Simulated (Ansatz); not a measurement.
# Changed inputs in constrained RPA: RuBr2 (1T sheet), part 2 of 2

Aim: hold the target of a cRPA run on RuBr2 (1T sheet) and move one thing at a time.

Ansatz 0.2.0; constrained RPA on PBE, plane waves, PAW.

So far. Step 3 (Changed: 3×3×1 mesh): On the Ru eg shell, screening brings the on-site interaction from 10.1 eV down to U = 2.38 eV. Step 4 (Changed: smooth pair densities): On the Ru eg shell, screening brings the on-site interaction from 9.8 eV down to U = 2.25 eV.

## (5) Changed: accuracy low

input.yaml

```yaml
crystal:
  lattice:
    - [0.0, 2.67169847, 2.67169847]
    - [2.67169847, -2.67169847, 0.0]
    - [17.46662, 17.46662, -17.46662]
  atoms:
    - { symbol: Ru, position: [0.0, 0.0, 0.3177617107] }
    - { symbol: Br, position: [0.3333333333, 0.6666666667, 0.3611055257] }
    - { symbol: Br, position: [0.6666666667, 0.3333333333, 0.2744178957] }
  periodic: [true, true, false]
kpoints:
  mp_grid: { grid: [6, 6, 1] }
hamiltonian:
  xc: pbe
scf:
  occupations: { method: gaussian, width: 0.08 }
  n_extra_bands: 19
  max_iter: 150
  lower_state_search: "off"
output:
  crpa:
    kmesh: [6, 6, 1]
    target_bands: [c1, c2]
    projections: [{ species: Ru, l: d, shell: 4, orbitals: [dz2, dx2-y2] }]
    accuracy: low
```

On the command line:

```
$ ansatz run input.yaml --threads 4 --pin off --max-ram 14745MiB --backend cpu --events-out ev --progress --plain --runs-dir out
```

Numbers of over 12 decimals in the logs are rounded to 6 here.

Output:

```text
[...]
Crystal: 3 atoms, lattice volume = 374.029 Å³
Basis set: ecut = 420 eV, 7349 PW (Γ)
Bands: 34, of which v1, the nominal top of the filled ones, is band 15 counted from 1 (14 counted from 0)
Symmetry: 12 space group operations
[...]
k-points: 7 of 36
[...]
° read free of the cell's end (the report's vacuum.weakly_bound_levels)
[...]
χ-basis size per q: N_G = 1330..1401
[...]
Site 0, 4D, 2 of 5 d orbitals (Wannier functions 1, 2; wannier90's mr 1, 4):
      screened: U = 2.2273 eV, U' = 1.7156 eV, J = 0.2559 eV
      screened, to within: U = 7.2e-2 eV, U' = 7.2e-2 eV, J = 6.5e-3 eV
      bare: V = 9.8021 eV, V' = 8.9389 eV, J = 0.4316 eV
[...]
[key lines of the parts left out:]
SCF converged after 7 iterations
Free energy (F): -11445.300156 eV
Fermi energy:    -4.139404 eV
```

The job ended after 83 s (4 threads of Arm Neoverse V1, shared host; peak memory 1.8 GiB).

Numbers from this step:

| Property | Result |
| --- | --- |
| U | 2.227 eV |
| U prime (inter-orbital) | 1.716 eV |
| J | 0.2559 eV |
| bare V | 9.802 eV |
| bare J | 0.4316 eV |
| stated bound on U | 0.07191 eV |
| U over bare V | 0.2272 |
| electrons in the window | 0 |
| head of the constrained inverse dielectric matrix | 0.5674 |
| least eigenvalue of the projection's overlap | 0.4905 |
| target functions | 2 |
| bands in the sums | 34 |
| width of the target bands | 0.8266 eV |
| weight of the projected orbitals in the window | 0.6027 |

On the Ru eg shell, screening brings the on-site interaction from 9.8 eV down to U = 2.23 eV.

## (6) Changed: strain +1.5%

The cell differs from the one that the last finished run ended in (a 3.778 → 3.835 Å, b 3.778 → 3.835 Å).

input.yaml, the sections that differ from step 5:

```yaml
crystal:
  lattice:
    - [0.0, 2.711773947, 2.711773947]
    - [2.711773947, -2.711773947, 0.0]
    - [17.46662, 17.46662, -17.46662]
  atoms:
    - { symbol: Ru, position: [0.0, 0.0, 0.3177617107] }
    - { symbol: Br, position: [0.3333333333, 0.6666666667, 0.3611055257] }
    - { symbol: Br, position: [0.6666666667, 0.3333333333, 0.2744178957] }
  periodic: [true, true, false]
output:
  crpa:
    kmesh: [6, 6, 1]
    target_bands: [c1, c2]
    projections: [{ species: Ru, l: d, shell: 4, orbitals: [dz2, dx2-y2] }]
  local_orbitals:
    kmesh: [12, 12, 1]
    orbitals: [{ species: Ru, l: d, shell: 4, orbitals: [dz2, dx2-y2] }]
    window: { bands: [c1, c2] }
    seedname: lo
# kpoints, hamiltonian, scf: as in step 5
```

Output:

```text
[...]
Crystal: 3 atoms, lattice volume = 385.334 Å³
Basis set: ecut = 420 eV, 7529 PW (Γ)
Bands: 34, of which v1, the nominal top of the filled ones, is band 15 counted from 1 (14 counted from 0)
Symmetry: 12 space group operations
[...]
k-points: 7 of 36
[...]
° read free of the cell's end (the report's vacuum.weakly_bound_levels)
[...]
χ-basis size per q: N_G = 1374..1425
[...]
Site 0, 4D, 2 of 5 d orbitals (Wannier functions 1, 2; wannier90's mr 1, 4):
      screened: U = 2.2207 eV, U' = 1.7014 eV, J = 0.2597 eV
      screened, to within: U = 6.5e-3 eV, U' = 6.5e-3 eV, J = 3.5e-4 eV
      bare: V = 9.8951 eV, V' = 9.0238 eV, J = 0.4357 eV
[...]
[key lines of the parts left out:]
SCF converged after 7 iterations
Free energy (F): -11445.280576 eV
Fermi energy:    -4.223639 eV
```

Wall time 2.1 min (4 threads); peak memory 1.9 GiB.

Numbers from this step:

* U: 2.221 eV
* U prime (inter-orbital): 1.701 eV
* J: 0.2597 eV
* bare V: 9.895 eV
* bare J: 0.4357 eV
* stated bound on U: 0.006449 eV
* U over bare V: 0.2244
* electrons in the window: 0
* head of the constrained inverse dielectric matrix: 0.5655
* least eigenvalue of the projection's overlap: 0.4994
* target functions: 2
* bands in the sums: 34
* r.m.s. miss of the model bands: 2.71e-4 eV
* width of the target bands: 0.7920 eV
* weight of the projected orbitals in the window: 0.6127

On the Ru eg shell, screening brings the on-site interaction from 9.9 eV down to U = 2.22 eV.

## (7) Changed: potentials

This step: constrained RPA on PBE, plane waves, norm-conserving pseudopotentials.

input.yaml, the sections that differ from step 6:

```yaml
crystal:
  lattice:
    - [0.0, 2.67169847, 2.67169847]
    - [2.67169847, -2.67169847, 0.0]
    - [17.46662, 17.46662, -17.46662]
  atoms:
    - { symbol: Ru, position: [0.0, 0.0, 0.3177617107] }
    - { symbol: Br, position: [0.3333333333, 0.6666666667, 0.3611055257] }
    - { symbol: Br, position: [0.6666666667, 0.3333333333, 0.2744178957] }
  periodic: [true, true, false]
hamiltonian:
  xc: pbe
  pseudopotentials: { kind: nc }
output:
  crpa:
    kmesh: [6, 6, 1]
    target_bands: [c1, c2]
    projections: [{ species: Ru, l: d, shell: 4, orbitals: [dz2, dx2-y2] }]
# kpoints, scf: as in step 6
```

Output:

```text
[...]
Crystal: 3 atoms, lattice volume = 374.029 Å³
Basis set: ecut = 1142.878222 eV, 32939 PW (Γ)
Bands: 34, of which v1, the nominal top of the filled ones, is band 15 counted from 1 (14 counted from 0)
Symmetry: 12 space group operations
[...]
k-points: 7 of 36
[...]
° read free of the cell's end (the report's vacuum.weakly_bound_levels)
[...]
χ-basis size per q: N_G = 1330..1401
[...]
Site 0, 4D, 2 of 5 d orbitals (Wannier functions 1, 2; wannier90's mr 1, 4):
      screened: U = 2.2303 eV, U' = 1.7171 eV, J = 0.2566 eV
      screened, to within: U = 5.6e-3 eV, U' = 5.6e-3 eV, J = 4.8e-4 eV
      bare: V = 9.7963 eV, V' = 8.9340 eV, J = 0.4312 eV
[...]
[key lines of the parts left out:]
SCF converged after 9 iterations
Free energy (F): -3816.632779 eV
Fermi energy:    -4.136711 eV
```

Wall time 6 min (4 threads); peak memory 7.3 GiB; 22 min of CPU time.

Numbers from this step:

```yaml
u: 2.230 eV
u_prime_inter_orbital: 1.717 eV
j: 0.2566 eV
bare_v: 9.796 eV
bare_j: 0.4312 eV
stated_bound_on_u: 0.005540 eV
u_over_bare_v: 0.2277
electrons_in_the_window: 0
head_of_the_constrained_inverse_dielectric_matrix: 0.5656
least_eigenvalue_of_the_projection_s_overlap: 0.4913
target_functions: 2
bands_in_the_sums: 34
width_of_the_target_bands: 0.8265 eV
weight_of_the_projected_orbitals_in_the_window: 0.6083
```

On the Ru eg shell, screening brings the on-site interaction from 9.8 eV down to U = 2.23 eV.

## (8) Side by side

Times are wall times on 4 threads of Arm Neoverse V1, shared host, good to a factor of about two.

| run | bare V (eV) | U (eV) | J (eV) | bound on U (eV) | width (eV) | time |
| --- | --- | --- | --- | --- | --- | --- |
| target window | 9.80 | 2.244 | 0.258 | 0.0066 | 0.83 | 2.1 min |
| 3×3×1 mesh | 10.05 | 2.379 | 0.263 | 0.0093 | 0.83 | 33 s |
| smooth pair densities | 9.80 | 2.253 | 0.263 | 0.0046 | 0.83 | 1.9 min |
| accuracy low | 9.80 | 2.227 | 0.256 | 0.0719 | 0.83 | 83 s |
| strain +1.5% | 9.90 | 2.221 | 0.260 | 0.0064 | 0.79 | 2.1 min |
| potentials | 9.80 | 2.230 | 0.257 | 0.0055 | 0.83 | 6 min |

## (9) Outcome

```json
{
 "target window": "U 2.24 eV, J 0.26 eV",
 "3×3×1 mesh": "U 2.38 eV, J 0.26 eV",
 "smooth pair densities": "U 2.25 eV, J 0.26 eV",
 "accuracy low": "U 2.23 eV, J 0.26 eV",
 "strain +1.5%": "U 2.22 eV, J 0.26 eV",
 "potentials": "U 2.23 eV, J 0.26 eV"
}
```

**Reading.** 3×3×1 mesh moves U by +0.13 eV at 0.26 times the time. Smooth pair densities moves U by +0.01 eV (within the solver's bounds, for the mean over orbitals). Accuracy low moves U by −0.02 eV (within the solver's bounds, for the mean over orbitals). Strain +1.5% moves U by −0.02 eV. Potentials moves U by −0.01 eV at 2.8 times the time. The printed bound covers the solver alone, not the mesh, and no denser mesh than the base was run. The parent state is non-magnetic and the interaction static (zero frequency); U depends on the window and the orbitals, so it belongs to this model alone.

[Paths, hosts, dates, memory and timing lines, banners, echoed tables and standing remarks are left out of the program output.]

[Logs are printed without paths, hosts, clocks, repeated set-up lines and the standing remarks that a program may print on its own settings, such as how far it seeks lower states.]

[Runs of the session that timed out or met a known fault of the program may be left out.]

[Hosts, paths, dates, database ids (printed as entryN), source tags and the programs' standing remarks are cut or masked in the printed files.]
